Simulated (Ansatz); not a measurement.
# TiO2(110) slab (48 atoms): support functions against a reference, part 2 of 3

Wanted: errors and times of a linear-scaling basis for TiO2(110) slab (48 atoms). A setting counts as converged where the r.m.s. difference of forces stays under 1 % of the r.m.s. force.

Ansatz 0.2.0; Kohn-Sham DFT, PBE, PAW (set soft_2), plane waves.

The cell: 16 Ti and 32 O. The cell is under 6 Å thick along one periodic direction. Beside vacuum, support functions can miss their usual error bounds without a warning.

So far. Step 4 (Support functions medium): Forces differ from the reference by 0.33 meV/Å r.m.s., 0.028 % of their size, well within a tolerance of 1 %; the energy by -0.81 meV/atom. It took 2.5 times the reference's time (shared host, so rough). Step 5 (Support functions low): Forces differ from the reference by 0.36 meV/Å r.m.s., 0.032 % of their size, well within a tolerance of 1 %; the energy by -0.81 meV/atom. It took 2.1 times the reference's time (shared host, so rough).

## 6. Support functions high

With localised support functions most steps grow linearly with size, though the diagonalisation grows faster unless the density matrix is cut; this run measures error and cost at this size.

This step: Kohn-Sham DFT, PBE, PAW (set soft_2), localised support functions (high) (Ansatz 0.2.0).

Contents of input.yaml:

```yaml
crystal:
  lattice:
    - [5.918, 0.0, 0.0]
    - [0.0, 6.4969, 0.0]
    - [0.0, 0.0, 24.27914]
  atoms:
    [... the 48 atom lines of step 2 ...]
kpoints:
  mp_grid: { grid: [2, 2, 1] }
hamiltonian:
  xc: pbe
scf:
  occupations: { method: fixed }
  eigensolver: { kind: { support_functions: { accuracy: high } } }
  mixing: { beta: 0.2 }
  max_iter: 150
output:
  forces: true
  eigenvalues: true
```

Launch:

```bash
> ansatz run input.yaml --threads 4 --pin off --max-ram 8192MiB --backend cpu --events-out ev --progress --plain --runs-dir out
```

Log:

```text
Warning: scf.eigensolver.kind.support_functions: disabling space-group detection — the functions' gradient is summed over unrotated k-points, so no spatial operation reduces the k-mesh or symmetrises the density; time reversal is kept, so that k and −k are solved as one point where they differ and the mesh holds both, and exact exchange and, on two spinor components, a DFT+U term hold to it where the run has them: [...]
Warning: basis.ecutwfc = 631 eV, auto-derived: no grid that the accuracy of the support functions lays serves the files at the lower one that their records recommend; a deck with other species or settings can derive another value
settings of this run that can trade accuracy for cost: scf.eigensolver.kind.support_functions [...]
Engine: ansatz 0.2.0, aarch64-unknown-linux-gnu
Pseudopotentials: kind: paw
Pseudopotential: Ti, paw, valence charge 12, recommended cutoff 420 eV (normal), Ti.paw.azcp
Pseudopotential: O, paw, valence charge 6, recommended cutoff 420 eV (normal), O.paw.azcp
[... 5 lines on functional and potentials left out ...]
Error: memory limit exceeded: the `scf loop` phase needs 8.12 GiB against the run's memory maximum of 8.00 GiB; largest carriers: support functions 6.70 GiB, density mixer 0.43 GiB, unmodelled-tail allowance 0.36 GiB, ion tables 0.26 GiB, support function tables 0.11 GiB; [...]
with nothing else changed it takes a maximum of at least 8.13 GiB, with nothing to spare, and 8.94 GiB leaves up to a tenth: --max-ram 8.94GiB where that set the maximum, else more of the term that did, and with no share typed, where 8.94 GiB is over 0.88 of the host's memory or its container's limit, [...]
```

Wall time 4.3 s (4 threads of Arm Neoverse V2, shared host); peak memory 0.43 GiB.

The input was rejected at the start.

The program's message: “Error: memory limit exceeded: the `scf loop` phase needs 8.12 GiB against the run's memory maximum of 8.00 GiB; largest carriers: support functions 6.70 GiB, density mixer 0.43 GiB, unmodelled-tail al …”

The refusal is over memory: the job needs 8.12 GiB where 8.00 GiB were allowed.

## 7. Support functions high

After the refusal for memory the run is tried again with basis.xc_grid typed, in the hope of saving memory. Against the reference, the basis becomes support functions and the exchange-correlation grid changes.

Changes to input.yaml since step 6:

```diff
@@ -19 +19,3 @@
   eigenvalues: true
+basis:
+  xc_grid: 1
```

Log:

```text
Warning: scf.eigensolver.kind.support_functions: disabling space-group detection — the functions' gradient is summed over unrotated k-points, so no spatial operation reduces the k-mesh or symmetrises the density; time reversal is kept, so that k and −k are solved as one point where they differ and the mesh holds both, and exact exchange and, on two spinor components, a DFT+U term hold to it where the run has them: [...]
Warning: basis.ecutwfc = 631 eV, auto-derived: no grid that the accuracy of the support functions lays serves the files at the lower one that their records recommend; a deck with other species or settings can derive another value
Warning: support functions under the default level of basis.xc_grid: at basis.xc_grid: 1 exchange and correlation are summed on fewer points, where forces can miss the bounds of the functions' level; take no difference of energies between a run at 1 and one at another level, and run at basis.xc_grid: [...]
settings of this run that can trade accuracy for cost: scf.eigensolver.kind.support_functions [...]
Engine: ansatz 0.2.0, aarch64-unknown-linux-gnu
Pseudopotentials: kind: paw
Pseudopotential: Ti, paw, valence charge 12, recommended cutoff 420 eV (normal), Ti.paw.azcp
Pseudopotential: O, paw, valence charge 6, recommended cutoff 420 eV (normal), O.paw.azcp
[... 5 lines on functional and potentials left out ...]
Error: memory limit exceeded: the `scf loop` phase needs 8.09 GiB against the run's memory maximum of 8.00 GiB; largest carriers: support functions 6.70 GiB, density mixer 0.43 GiB, unmodelled-tail allowance 0.36 GiB, iteration grids 0.24 GiB, ion tables 0.15 GiB; wavefunction blocks cannot be spilled: a run on support functions holds no wavefunction block
with nothing else changed it takes a maximum of at least 8.10 GiB, with nothing to spare, and 8.90 GiB leaves up to a tenth: --max-ram 8.90GiB where that set the maximum, else more of the term that did, and with no share typed, where 8.90 GiB is over 0.88 of the host's memory or its container's limit, [...]
```

The job ended after 4.3 s (4 threads; peak memory 0.41 GiB).

The input was rejected at the start.

The program's message: “Error: memory limit exceeded: the `scf loop` phase needs 8.09 GiB against the run's memory maximum of 8.00 GiB; largest carriers: support functions 6.70 GiB, density mixer 0.43 GiB, unmodelled-tail al …”

The refusal is over memory: the job needs 8.09 GiB where 8.00 GiB were allowed.

## 8. Support functions medium, radius 3.39 Å

The radius confines each support function; a larger one gives more freedom and more work per atom. Besides, the program derives a nominal cutoff of 464 eV for this run, against the reference's 750.

This step: Kohn-Sham DFT, PBE, PAW (set soft_2), localised support functions (medium) (Ansatz 0.2.0).

input.yaml, the sections that differ from step 7:

```yaml
scf:
  occupations: { method: fixed }
  eigensolver: { kind: { support_functions: { accuracy: medium, radius: 3.39 } } }
  mixing: { beta: 0.2 }
  max_iter: 150
# crystal, kpoints, hamiltonian, output: as in step 7
# basis: removed
```

Log:

```text
[...]
Crystal: 48 atoms, lattice volume = 933.500 Å³
Basis set: ecut = 464 eV, 21247 PW (Γ), exchange–correlation on 90×96×360 points (8 copies of the dense FFT grid, shifted against one another)
Bands: 231, of which v1, the nominal top of the filled ones, is band 192 counted from 1 (191 counted from 0)
Symmetry: 1 space group operations
k-points: 4
[...]
Eigensolver: Support functions (medium, 36×36×144 points, laid for a spacing of at most 0.183426 Å, radius 3.390000 Å, 21 sites without an atom, 1 species' potentials softened for the grid, 2 wholly corrected for its errors in the mean over positions, 2 with the egg-box correction, energy correction by stochastic trace)
[...]
SCF iter   1: F=—  HF=-58278.861767 eV  |F-HF|=—  |Δ(HF+E_count)|=         —  Δρ=1.79e-1  dr2=3.26e2  ethr=1.00e-1
[...]
SCF iter  18: F=—  HF=-58211.468471 eV  |F-HF|=—  |Δ(HF+E_count)|=   1.50e-6  Δρ=1.22e-5  dr2=1.00e-6  ethr=9.07e-10  κ⁻¹=1.2e-5(r=7)
SCF iter  19: F=-58211.468472 eV  HF=-58211.468472 eV  |F-HF|=1.74e-7  |Δ(HF+E_count)|=   3.85e-7  Δρ=7.08e-6  dr2=2.87e-7  ethr=2.61e-10
SCF 1 converged in 19 iterations: F = -58211.478361 eV  dr2 = 2.87e-7
[...]
SCF converged after 19 iterations
[...]
Free energy (F): -58211.478361 eV
[...]
Internal energy: -58211.478361 eV  (E = F + TS)
E sigma→0 (E₀):  -58211.478361 eV
Fermi energy:    1.868605 eV
[...]
Σ components = -58211.478361   (vs F -58211.478361, Δ=0.00e0)
--- Forces (eV/Å), atoms counted from 1 ---
  atom   1  Ti     0.46455678    -0.72053021     2.57722195
  atom   2  Ti     0.22967022     0.71065479    -4.26222647
  atom   3  O     -0.70423237    -0.06248906     1.72465761
  atom   4  O     -0.52519989     0.05584173     2.61295246
[...]
atom  48  O     -0.00455071    -1.85091637     0.71648286
  max |Σ_I F_I| component: 2.53e-3 eV/Å
--- Band table (eV) ---
[...]
```

The job ended after 2.2 min (4 threads; peak memory 2.7 GiB; 8.2 min of CPU time).

Keys that differ from the reference: basis.ecutwfc removed, support_functions.accuracy = "medium", support_functions.radius = 3.39, scf.max_iter = 150 and scf.mixing.beta = 0.2.

Forces differ from the reference by 0.39 meV/Å r.m.s., 0.034 % of their size, well within a tolerance of 1 %; the energy by -0.81 meV/atom. It took 2.3 times the reference's time (shared host, so rough).

## 9. Support functions medium, radius 3.67 Å

The radius confines each support function; a larger one gives more freedom and more work per atom. Besides, the program derives a nominal cutoff of 464 eV for this run, against the reference's 750.

input.yaml, the sections that differ from step 8:

```yaml
scf:
  occupations: { method: fixed }
  eigensolver: { kind: { support_functions: { accuracy: medium, radius: 3.67 } } }
  mixing: { beta: 0.2 }
  max_iter: 150
# crystal, kpoints, hamiltonian, output: as in step 8
```

Log:

```text
[...]
Crystal: 48 atoms, lattice volume = 933.500 Å³
Basis set: ecut = 464 eV, 21247 PW (Γ), exchange–correlation on 90×96×360 points (8 copies of the dense FFT grid, shifted against one another)
Bands: 231, of which v1, the nominal top of the filled ones, is band 192 counted from 1 (191 counted from 0)
Symmetry: 1 space group operations
k-points: 4
[...]
SCF iter   1: F=—  HF=-58279.834342 eV  |F-HF|=—  |Δ(HF+E_count)|=         —  Δρ=1.79e-1  dr2=3.26e2  ethr=1.00e-1
[...]
SCF iter  18: F=—  HF=-58211.472974 eV  |F-HF|=—  |Δ(HF+E_count)|=   1.27e-6  Δρ=1.22e-5  dr2=1.02e-6  ethr=8.77e-10  κ⁻¹=7.6e-6(r=7)
SCF iter  19: F=-58211.472974 eV  HF=-58211.472974 eV  |F-HF|=1.07e-7  |Δ(HF+E_count)|=   4.87e-7  Δρ=6.41e-6  dr2=2.69e-7  ethr=2.66e-10
SCF 1 converged in 19 iterations: F = -58211.478464 eV  dr2 = 2.69e-7
[...]
SCF converged after 19 iterations
[...]
Free energy (F): -58211.478464 eV
[...]
Internal energy: -58211.478464 eV  (E = F + TS)
E sigma→0 (E₀):  -58211.478464 eV
Fermi energy:    1.868468 eV
[...]
Σ components = -58211.478464   (vs F -58211.478464, Δ=0.00e0)
--- Forces (eV/Å), atoms counted from 1 ---
  atom   1  Ti     0.46455043    -0.72023963     2.57846523
  atom   2  Ti     0.22979000     0.71116727    -4.26272428
  atom   3  O     -0.70429096    -0.06243792     1.72444157
  atom   4  O     -0.52507155     0.05571259     2.61286480
[...]
atom  48  O     -0.00454871    -1.85079746     0.71654217
  max |Σ_I F_I| component: 1.33e-3 eV/Å
--- Band table (eV) ---
[...]
```

Elapsed: 2.7 min, on 4 threads; peak memory 3 GiB; 9.9 min of CPU time.

Keys that differ from the reference: basis.ecutwfc removed, support_functions.accuracy = "medium", support_functions.radius = 3.67, scf.max_iter = 150 and scf.mixing.beta = 0.2.

Forces differ from the reference by 0.31 meV/Å r.m.s., 0.027 % of their size, well within a tolerance of 1 %; the energy by -0.81 meV/atom. It took 2.8 times the reference's time (shared host, so rough).

## 10. Support functions medium, radius 3.91 Å

The radius confines each support function; a larger one gives more freedom and more work per atom. Besides, the program derives a nominal cutoff of 464 eV for this run, against the reference's 750.

input.yaml, the sections that differ from step 9:

```yaml
scf:
  occupations: { method: fixed }
  eigensolver: { kind: { support_functions: { accuracy: medium, radius: 3.91 } } }
  mixing: { beta: 0.2 }
  max_iter: 150
# crystal, kpoints, hamiltonian, output: as in step 9
```

Log:

```text
[...]
Crystal: 48 atoms, lattice volume = 933.500 Å³
Basis set: ecut = 464 eV, 21247 PW (Γ), exchange–correlation on 90×96×360 points (8 copies of the dense FFT grid, shifted against one another)
Bands: 231, of which v1, the nominal top of the filled ones, is band 192 counted from 1 (191 counted from 0)
Symmetry: 1 space group operations
k-points: 4
[...]
SCF iter   1: F=—  HF=-58280.169213 eV  |F-HF|=—  |Δ(HF+E_count)|=         —  Δρ=1.79e-1  dr2=3.26e2  ethr=1.00e-1
[...]
SCF iter  17: F=—  HF=-58211.474925 eV  |F-HF|=—  |Δ(HF+E_count)|=   2.02e-4  Δρ=2.42e-5  dr2=3.16e-6  ethr=2.15e-9  κ⁻¹=1.4e-5(r=7)
SCF iter  18: F=-58211.475103 eV  HF=-58211.475103 eV  |F-HF|=3.84e-7  |Δ(HF+E_count)|=   1.78e-4  Δρ=1.21e-5  dr2=9.43e-7  ethr=8.23e-10
SCF 1 converged in 18 iterations: F = -58211.478405 eV  dr2 = 9.43e-7
[...]
SCF converged after 18 iterations
[...]
Free energy (F): -58211.478405 eV
[...]
Internal energy: -58211.478405 eV  (E = F + TS)
E sigma→0 (E₀):  -58211.478405 eV
Fermi energy:    1.868272 eV
[...]
Σ components = -58211.478405   (vs F -58211.478405, Δ=0.00e0)
--- Forces (eV/Å), atoms counted from 1 ---
  atom   1  Ti     0.46472703    -0.72073589     2.57838241
  atom   2  Ti     0.22977405     0.71060625    -4.26259883
  atom   3  O     -0.70423785    -0.06255560     1.72466541
  atom   4  O     -0.52513068     0.05577296     2.61261245
[...]
atom  48  O     -0.00455906    -1.85076784     0.71654908
  max |Σ_I F_I| component: 2.06e-3 eV/Å
--- Band table (eV) ---
[...]
```

Run time: 3.3 min. Hardware: 4 threads; peak memory 3.2 GiB.

Keys that differ from the reference: basis.ecutwfc removed, support_functions.accuracy = "medium", support_functions.radius = 3.91, scf.max_iter = 150 and scf.mixing.beta = 0.2.

Forces differ from the reference by 0.32 meV/Å r.m.s., 0.028 % of their size, well within a tolerance of 1 %; the energy by -0.81 meV/atom. It took 3.4 times the reference's time (shared host, so rough).

## 11. Support functions medium, radius 4.19 Å

The radius confines each support function; a larger one gives more freedom and more work per atom. Besides, the program derives a nominal cutoff of 464 eV for this run, against the reference's 750.

input.yaml, the sections that differ from step 10:

```yaml
scf:
  occupations: { method: fixed }
  eigensolver: { kind: { support_functions: { accuracy: medium, radius: 4.19 } } }
  mixing: { beta: 0.2 }
  max_iter: 150
# crystal, kpoints, hamiltonian, output: as in step 10
```

Log:

```text
[...]
Crystal: 48 atoms, lattice volume = 933.500 Å³
Basis set: ecut = 464 eV, 21247 PW (Γ), exchange–correlation on 90×96×360 points (8 copies of the dense FFT grid, shifted against one another)
Bands: 231, of which v1, the nominal top of the filled ones, is band 192 counted from 1 (191 counted from 0)
Symmetry: 1 space group operations
k-points: 4
[...]
SCF iter   1: F=—  HF=-58280.330850 eV  |F-HF|=—  |Δ(HF+E_count)|=         —  Δρ=1.79e-1  dr2=3.26e2  ethr=1.00e-1
[...]
SCF iter  17: F=—  HF=-58211.476036 eV  |F-HF|=—  |Δ(HF+E_count)|=   1.46e-4  Δρ=2.56e-5  dr2=3.24e-6  ethr=2.51e-9  κ⁻¹=1.3e-5(r=7)
SCF iter  18: F=-58211.476164 eV  HF=-58211.476164 eV  |F-HF|=2.76e-7  |Δ(HF+E_count)|=   1.28e-4  Δρ=1.07e-5  dr2=7.79e-7  ethr=8.44e-10
SCF 1 converged in 18 iterations: F = -58211.478421 eV  dr2 = 7.79e-7
[...]
SCF converged after 18 iterations
[...]
Free energy (F): -58211.478421 eV
[...]
Internal energy: -58211.478421 eV  (E = F + TS)
E sigma→0 (E₀):  -58211.478421 eV
Fermi energy:    1.868130 eV
[...]
Σ components = -58211.478421   (vs F -58211.478421, Δ=0.00e0)
--- Forces (eV/Å), atoms counted from 1 ---
  atom   1  Ti     0.46458952    -0.72062731     2.57835596
  atom   2  Ti     0.22988688     0.71090936    -4.26283262
  atom   3  O     -0.70429658    -0.06252970     1.72463777
  atom   4  O     -0.52514373     0.05580719     2.61260260
[...]
atom  48  O     -0.00458631    -1.85082396     0.71647700
  max |Σ_I F_I| component: 3.30e-4 eV/Å
--- Band table (eV) ---
[...]
```

Run time: 4 min. Hardware: 4 threads; peak memory 3.6 GiB.

Keys that differ from the reference: basis.ecutwfc removed, support_functions.accuracy = "medium", support_functions.radius = 4.19, scf.max_iter = 150 and scf.mixing.beta = 0.2.

Forces differ from the reference by 0.31 meV/Å r.m.s., 0.027 % of their size, well within a tolerance of 1 %; the energy by -0.81 meV/atom. It took 4.2 times the reference's time (shared host, so rough).

## 12. Support functions medium, radius 4.72 Å

The radius confines each support function; a larger one gives more freedom and more work per atom. Besides, the program derives a nominal cutoff of 464 eV for this run, against the reference's 750.

input.yaml, the sections that differ from step 11:

```yaml
scf:
  occupations: { method: fixed }
  eigensolver: { kind: { support_functions: { accuracy: medium, radius: 4.72 } } }
  mixing: { beta: 0.2 }
  max_iter: 150
# crystal, kpoints, hamiltonian, output: as in step 11
```

Log:

```text
[...]
Crystal: 48 atoms, lattice volume = 933.500 Å³
Basis set: ecut = 464 eV, 21247 PW (Γ), exchange–correlation on 90×96×360 points (8 copies of the dense FFT grid, shifted against one another)
Bands: 231, of which v1, the nominal top of the filled ones, is band 192 counted from 1 (191 counted from 0)
Symmetry: 1 space group operations
k-points: 4
[...]
SCF iter   1: F=—  HF=-58280.420777 eV  |F-HF|=—  |Δ(HF+E_count)|=         —  Δρ=1.79e-1  dr2=3.27e2  ethr=1.00e-1
[...]
SCF iter  17: F=—  HF=-58211.477365 eV  |F-HF|=—  |Δ(HF+E_count)|=   5.98e-5  Δρ=2.78e-5  dr2=3.98e-6  ethr=3.50e-9  κ⁻¹=1.2e-5(r=7)
SCF iter  18: F=-58211.477421 eV  HF=-58211.477421 eV  |F-HF|=1.78e-7  |Δ(HF+E_count)|=   5.58e-5  Δρ=9.84e-6  dr2=7.32e-7  ethr=1.04e-9
SCF 1 converged in 18 iterations: F = -58211.478429 eV  dr2 = 7.32e-7
[...]
SCF converged after 18 iterations
[...]
Free energy (F): -58211.478429 eV
[...]
Internal energy: -58211.478429 eV  (E = F + TS)
E sigma→0 (E₀):  -58211.478429 eV
Fermi energy:    1.867903 eV
[...]
Σ components = -58211.478429   (vs F -58211.478429, Δ=0.00e0)
--- Forces (eV/Å), atoms counted from 1 ---
  atom   1  Ti     0.46457763    -0.72075035     2.57823050
  atom   2  Ti     0.22977272     0.71081964    -4.26282065
  atom   3  O     -0.70424510    -0.06246205     1.72468006
  atom   4  O     -0.52511933     0.05579548     2.61259764
[...]
atom  48  O     -0.00459369    -1.85073572     0.71646399
  max |Σ_I F_I| component: 2.68e-4 eV/Å
--- Band table (eV) ---
[...]
```

Run time: 6.1 min. Hardware: 4 threads; peak memory 4.6 GiB; 24 min of CPU time.

Keys that differ from the reference: basis.ecutwfc removed, support_functions.accuracy = "medium", support_functions.radius = 4.72, scf.max_iter = 150 and scf.mixing.beta = 0.2.

Forces differ from the reference by 0.31 meV/Å r.m.s., 0.027 % of their size, well within a tolerance of 1 %; the energy by -0.81 meV/atom. It took 6.5 times the reference's time (shared host, so rough).

(Continued in part 3 of 3.)

[Long decimals in the printed logs are rounded to 6 places.]

[Logs are printed without paths, hosts, clocks, repeated set-up lines and the standing remarks that a program may print on its own settings, such as how far it seeks lower states.]

[Hosts, paths, dates, database ids (printed as entryN), source tags and the programs' standing remarks are cut or masked in the printed files.]
